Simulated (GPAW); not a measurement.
**ZnS (F-43m): refractive index against wavelength**

The refractive index of ZnS (F-43m) below the direct gap (2.11 eV on the mesh) is read from one computed spectrum, n = √(Re ε).

Symmetry: F-43m, No. 216, cubic system. Conventional cell: a = 5.404 Å, b = 5.404 Å, c = 5.404 Å, α = 90.00°, β = 90.00°, γ = 90.00°. Around Zn on site c lie 4 S at 2.34 Å. S on site a has 4 Zn at 2.34 Å as nearest neighbours.

Method: GPAW 26.7.0, PBE, RPA, k-mesh 11×11×11, local fields up to 60 eV, Lorentzian half width 0.15 eV.

Launch of the response step: `OMP_NUM_THREADS=1 python df.py`. The run took 58 s, its band step included, on 1 thread of Arm Neoverse V2, with other jobs on the host.

```tsv
wavelength (nm)	photon energy E (eV)	n
3000	0.413	2.3744
2000	0.620	2.3821
1550	0.800	2.3916
1310	0.946	2.4014
1064	1.165	?
850	1.459	2.4553
```

In the single-oscillator model n² − 1 = E₀E_d/(E₀² − E²), so 1/(n² − 1) = E₀/E_d − E²/(E₀E_d) is linear in E².

Working, on the rows shown:

| x = E² (eV²) | y = 1/(n² − 1) |
| --- | --- |
| 0.170801 | 0.215621 |
| 0.384302 | 0.213931 |
| 0.639837 | 0.211876 |
| 0.895757 | 0.209788 |
| 2.12762 | 0.198867 |

Means: x̄ = 0.84366, ȳ = 0.21002. Σ(x − x̄)(y − ȳ) = -0.02028, Σ(x − x̄)² = 2.357. Slope = -0.02028 / 2.357 = -0.008604; intercept = ȳ − slope · x̄ = 0.21728. Turned back into n, the line misses the rows shown by at most 0.001.

Task: What does the fit predict for the withheld row, and how well does it do?

Result: At x = 1.3578 the line gives y = 0.20559, that is 2.4216. The run gave 2.4202, so the interpolation is off by 0.0014, 1.7 % of the range in the table.

Refitted with all rows, the slope is -0.008557 and the intercept 0.21728. These give E₀ = √(intercept/−slope) = 5.04 eV and E_d = E₀/intercept = 23.2 eV; E₀ is 2.4 times the direct gap. The electronic limit at long wavelengths, without lattice vibrations, is n = √(1 + 1/intercept) = 2.367. The cell comes from an older database entry, whose edges can be off by a per cent or so. Excitons are left out; PBE gaps are as a rule too small. The values come from a sum over the points of one k-mesh and carry its error, which grows as the direct gap shrinks.

[Logs are printed without paths, hosts, clocks, repeated set-up lines and the standing remarks that a program may print on its own settings, such as how far it seeks lower states.]
